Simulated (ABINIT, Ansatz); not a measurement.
# MgH2 (P4_2/mnm): G0W0 with ABINIT, start to end

Aim: the G0W0 gap of MgH2 (P4_2/mnm) on PBE, step by step.

Program: ABINIT 10.8.3. Level of theory: PBE and many-body steps on it, plane waves. Results are calculated unless marked as measured.

**What was measured.**

- Gap 5.6 ± 0.1 eV: optical band gap from transmission onset (total and diffuse); optical transmission and ellipsometry; 300 K; film (polycrystalline Pd-capped film on quartz, hydrogenated at 100 bar and 100 C, measured in 1 bar H2) (“Optical properties of MgH2 measured in situ in a novel gas cell for ellipsometry/spectrophotometry”, 2003, arxiv:cond-mat/0305418).

## Step 1: Starting point

It takes space group P4_2/mnm (No. 136, tetragonal). The conventional cell has a = 4.517 Å, b = 4.517 Å, c = 3.020 Å, α = 90.00°, β = 90.00°, γ = 90.00°. Nearest to Mg lie 6 H at 1.95 Å. Nearest to H lie 3 Mg at 1.95 Å. Farther neighbours are not listed.

The cell and positions come from the Crystallography Open Database and are kept as given unless a step says otherwise.

## Step 2: Ground state

This step: ABINIT 10.8.3; DFT, PBE, plane waves, norm-conserving pseudopotentials.

The ground-state density comes first.

File run.abi:

```
acell 3*1.0 Angstrom
rprim 
  4.516800000000 0.000000000000 0.000000000000
  0.000000000000 4.516800000000 0.000000000000
  0.000000000000 0.000000000000 3.020500000000
ntypat 2
znucl 12 1
natom 6
typat 1 1 2 2 2 2
xred 
  0.000000000000 0.000000000000 0.000000000000
  0.500000000000 0.500000000000 0.500000000000
  0.306000000000 0.306000000000 0.000000000000
  0.194000000000 0.806000000000 0.500000000000
  0.694000000000 0.694000000000 0.000000000000
  0.806000000000 0.194000000000 0.500000000000
pp_dirpath "pseudos"
pseudos "Mg.upf, H.upf"
ecut 38
ngkpt 4 4 6
nshiftk 1
shiftk 0 0 0
kptopt 1
chksymbreak 0
nband 19
occopt 1
tolvrs 1e-10
nstep 60
prtwf 0
optforces 0
optstress 0
indata_prefix "in"
outdata_prefix "out"
tmpdata_prefix "tmp"
```

Launch:

```bash
$ OMP_NUM_THREADS=1 mpirun -n 8 abinit run.abi > log
```

Numbers of over 12 decimals in the logs are rounded to 6 here.

Log:

```text
.Version 10.8.3 of ABINIT. v10.8.2 released Aug 2026.

 Symmetries : space group P4_2/m n m (#136); Bravais tP (primitive tetrag.)
================================================================================
 Values of the parameters that define the memory need of the present run
     intxc =       0    ionmov =       0      iscf =       7    lmnmax =       4
     lnmax =       4     mgfft =      48  mpssoang =       2    mqgrid =    3001
     natom =       6  nloc_mem =       1    nspden =       1   nspinor =       1
    nsppol =       1      nsym =      16    n1xccc =       0    ntypat =       2
    occopt =       1   xclevel =       2
-    mband =          19        mffmem =           1         mkmem =           3
       mpw =        4668          nfft =       73728          nkpt =          24
================================================================================
  Rough estimation (10% accuracy) of disk space for files :
================================================================================

--------------------------------------------------------------------------------
------------- Echo of variables that govern the present computation ------------
--------------------------------------------------------------------------------
 -outvars: echo values of preprocessed input variables --------
            acell      1.8897261259E+00  1.8897261259E+00  1.8897261259E+00 Bohr

      chksymbreak           0
             ecut      3.80000000E+01 Hartree
-          fftalg         312

              ixc     -101130
              kpt      0.00000000E+00  0.00000000E+00  0.00000000E+00
                       2.50000000E-01  0.00000000E+00  0.00000000E+00
                       5.00000000E-01  0.00000000E+00  0.00000000E+00
                       2.50000000E-01  2.50000000E-01  0.00000000E+00
                       5.00000000E-01  2.50000000E-01  0.00000000E+00
                       5.00000000E-01  5.00000000E-01  0.00000000E+00
                       0.00000000E+00  0.00000000E+00  1.66666667E-01
                       2.50000000E-01  0.00000000E+00  1.66666667E-01
                       5.00000000E-01  0.00000000E+00  1.66666667E-01
   [... 13 further rows ...]
                       5.00000000E-01  2.50000000E-01  5.00000000E-01
                       5.00000000E-01  5.00000000E-01  5.00000000E-01
         kptrlatt        4    0    0      0    4    0      0    0    6
          kptrlen      3.41420599E+01
P           mkmem           3
            natom           6
            nband          19
            ngfft          48      48      32
             nkpt          24
            nstep          60
             nsym          16
           ntypat           2
              occ      2.000000  2.000000  2.000000  2.000000  2.000000  2.000000
                       2.000000  2.000000  2.000000  2.000000  2.000000  2.000000
                       0.000000  0.000000  0.000000  0.000000  0.000000  0.000000
                       0.000000
        optforces           0
        optstress           0
            prtwf           0
            rprim      4.5168000000E+00  0.0000000000E+00  0.0000000000E+00
[...]
spgroup         136

           tolvrs      1.00000000E-10

             xred      0.0000000000E+00  0.0000000000E+00  0.0000000000E+00
[...]
znucl       12.00000    1.00000

================================================================================

 chkinp: Checking input parameters for consistency.

================================================================================
== DATASET  1 ==================================================================
-   mpi_nproc: 8, omp_nthreads: 1 (-1 if OMP is not activated)

--- !DatasetInfo
iteration_state: {dtset: 1, }
dimensions: {natom: 6, nkpt: 24, mband: 19, nsppol: 1, nspinor: 1, nspden: 1, mpw: 4668, }
cutoff_energies: {ecut:  38.0, pawecutdg:  -1.0, }
electrons: {nelect:   2.40000000E+01, charge:   0.00000000E+00, occopt:   1.00000000E+00, tsmear:   1.00000000E-02, }

 Real(R)+Recip(G) space primitive vectors, cartesian coordinates (Bohr,Bohr^-1):
 R(1)=  8.5355150  0.0000000  0.0000000  G(1)=  0.1171575  0.0000000  0.0000000
 R(2)=  0.0000000  8.5355150  0.0000000  G(2)=  0.0000000  0.1171575  0.0000000
 R(3)=  0.0000000  0.0000000  5.7079178  G(3)=  0.0000000  0.0000000  0.1751952
 Unit cell volume ucvol=  4.1585044E+02 bohr^3
 Angles (23,13,12)=  9.00000000E+01  9.00000000E+01  9.00000000E+01 degrees

 getcut: wavevector=  0.0000  0.0000  0.0000  ngfft=  48  48  32
         ecut(hartree)=     38.000   => boxcut(ratio)=   2.02030

--- Pseudopotential description ------------------------------------------------
- Mg Generated using ONCVPSP code by D. R. Hamann
- 12.00000  10.00000  171031                  znucl, zion, pspdat
12 -101130 1 -1 1510                          pspcod,pspxc,lmax,lloc,mmax
     nproj     2     2
  pspatm : epsatm=    9.22893308
         --- l  ekb(1:nproj) -->
[...]
pspatm: atomic psp has been read  and splines computed

- H Generated using ONCVPSP code by D. R. Hamann
-  1.00000   1.00000  171031                  znucl, zion, pspdat
12 -101130 1 -1 1166                          pspcod,pspxc,lmax,lloc,mmax
     nproj     2     1
  pspatm : epsatm=    0.36186929
         --- l  ekb(1:nproj) -->
[...]
1   -0.503321
 pspatm: atomic psp has been read  and splines computed

   4.77728240E+02                                ecore*ucvol(ha*bohr**3)
--------------------------------------------------------------------------------

_setup2: Arith. and geom. avg. npw (full set) are    4651.323    4651.297

================================================================================

--- !BeginCycle
iteration_state: {dtset: 1, }
solver: {iscf: 7, nstep: 60, nline: 4, wfoptalg: 0, }
tolerances: {tolvrs: 1.00E-10, }

     iter   Etot(hartree)      deltaE(h)  residm     vres2
 ETOT  1  -121.10496871030    -1.211E+02 8.748E-02 8.234E+01
 ETOT  2  -121.16415145625    -5.918E-02 1.136E-03 1.163E+00
 ETOT  3  -121.16426221895    -1.108E-04 1.738E-03 7.775E-02
 ETOT  4  -121.16426658867    -4.370E-06 2.658E-04 8.957E-03
 ETOT  5  -121.16426743787    -8.492E-07 2.359E-04 5.197E-04
 ETOT  6  -121.16426752583    -8.796E-08 6.163E-05 1.664E-05
 ETOT  7  -121.16426752711    -1.287E-09 2.916E-05 1.597E-07
 ETOT  8  -121.16426752713    -1.440E-11 2.844E-05 1.695E-09
 ETOT  9  -121.16426752713    -4.022E-12 5.595E-06 1.618E-11

 At SCF step    9       vres2   =  1.62E-11 < tolvrs=  1.00E-10 =>converged.

--- !ResultsGS
iteration_state: {dtset: 1, }
comment   : Summary of ground state results
lattice_vectors:
- [  8.5355150,   0.0000000,   0.0000000, ]
- [  0.0000000,   8.5355150,   0.0000000, ]
- [  0.0000000,   0.0000000,   5.7079178, ]
lattice_lengths: [   8.53551,    8.53551,    5.70792, ]
lattice_angles: [ 90.000,  90.000,  90.000, ] # degrees, (23, 13, 12)
lattice_volume:   4.1585044E+02
convergence: {deltae: -4.022E-12, res2:  1.618E-11, residm:  5.595E-06, diffor:  0.000E+00, }
etotal    :  -1.21164268E+02
entropy   :   0.00000000E+00
fermie    :   1.47601763E-02
cartesian_stress_tensor: null
pressure_GPa: null
xred      :
- [  0.0000E+00,   0.0000E+00,   0.0000E+00, Mg]
- [  5.0000E-01,   5.0000E-01,   5.0000E-01, Mg]
- [  3.0600E-01,   3.0600E-01,   0.0000E+00,  H]
- [  1.9400E-01,   8.0600E-01,   5.0000E-01,  H]
- [  6.9400E-01,   6.9400E-01,   0.0000E+00,  H]
- [  8.0600E-01,   1.9400E-01,   5.0000E-01,  H]
cartesian_forces: null
force_length_stats: {min: null, max: null, mean: null, }

 Integrated electronic density in atomic spheres:
 ------------------------------------------------
 Atom  Sphere_radius  Integrated_density
[...]
================================================================================

 ----iterations are completed or convergence reached----

 Mean square residual over all n,k,spin=   23.315E-09; max=  55.950E-07
 reduced coordinates (array xred) for    6 atoms
[...]
0.306000000000      0.306000000000      0.000000000000
       0.194000000000      0.806000000000      0.500000000000
       0.694000000000      0.694000000000      0.000000000000
       0.806000000000      0.194000000000      0.500000000000
 rms dE/dt=  0.0000E+00; max dE/dt=  0.0000E+00; dE/dt below (all hartree)
    1       0.000000000000      0.000000000000      0.000000000000
    2       0.000000000000      0.000000000000      0.000000000000
    3       0.000000000000      0.000000000000      0.000000000000
    4       0.000000000000      0.000000000000      0.000000000000
    5       0.000000000000      0.000000000000      0.000000000000
    6       0.000000000000      0.000000000000      0.000000000000

 cartesian coordinates (angstrom) at end:
    1      0.000000     0.000000     0.000000
    2      2.258400     2.258400     1.510250
    3      1.382141     1.382141     0.000000
    4      0.876259     3.640541     1.510250
    5      3.134659     3.134659     0.000000
    6      3.640541     0.876259     1.510250
 length scales=  1.889726125908  1.889726125908  1.889726125908 bohr
              =  1.000000000000  1.000000000000  1.000000000000 angstroms
 prteigrs : about to open file out_EIG
 Fermi (or HOMO) energy (hartree) =   0.01476   Average Vxc (hartree)=  -0.31489
 Eigenvalues (hartree) for nkpt=  24  k points:
 kpt#   1, nband= 19, wtk=  0.01042, kpt=  0.0000  0.0000  0.0000 (reduced coord)
  -2.69046   -2.69043   -1.46976   -1.46976   -1.46897   -1.46897   -1.46813   -1.46805
  -0.21923   -0.03593   -0.03593   -0.00142    0.19137    0.20386    0.35151    0.35151
   0.41956    0.42899    0.46543
 prteigrs : prtvol=0 or 1, do not print more k-points.

--- !EnergyTerms
iteration_state     : {dtset: 1, }
comment             : Components of total free energy in Hartree
kinetic             :  7.02439995745268E+01
hartree             :  4.64210663204228E+01
xc                  : -1.73208382187429E+01
Ewald energy        : -5.21522509190408E+01
psp_core            :  1.14879821193361E+00
local_psp           : -1.32969698070082E+02
non_local_psp       : -3.65353444261486E+01
total_energy        : -1.21164267527131E+02
total_energy_eV     : -3.29704768289214E+03
band_energy         : -2.88999137456687E+01

== END DATASET(S) ==============================================================
================================================================================

 -outvars: echo values of variables after computation  --------
           etotal     -1.2116426753E+02
            nband          19
             nkpt          24
          spgroup         136
 [... the other variables as echoed above ...]

 Calculation completed.
```

Elapsed: 7.6 s, on 8 MPI ranks of Arm Neoverse V1, shared host; peak memory 0.57 GiB; 60 s of CPU time.

Numbers from this step:

```yaml
total_energy: -3297.0477 eV
gap: 3.895 eV
k_of_the_valence_top: 0.25, 0, 0
k_of_the_conduction_bottom: 0.5, 0.5, 0.5
least_direct_gap: 4.666 eV
```

The gap is indirect, with the least direct gap 0.77 eV higher.

[end of part 1 of 3]

[Paths, hosts, dates, memory and timing lines, banners, echoed tables and standing remarks are left out of the program output.]

[Logs are printed without paths, hosts, clocks, repeated set-up lines and the standing remarks that a program may print on its own settings, such as how far it seeks lower states.]

[Runs of the session that timed out or met a known fault of the program may be left out.]

[Hosts, paths, dates, database ids (printed as entryN), source tags and the programs' standing remarks are cut or masked in the printed files.]

[G0W0 gaps are taken among the corrected bands and points alone; a level outside them can change the order at an edge.]

[Where Ansatz stands beside ABINIT at settings called matched, ABINIT's density can come from a denser mesh and the files from another edition; pairs whose starting gaps differed by over 0.03 eV were left out, so agreement reads better than it is.]
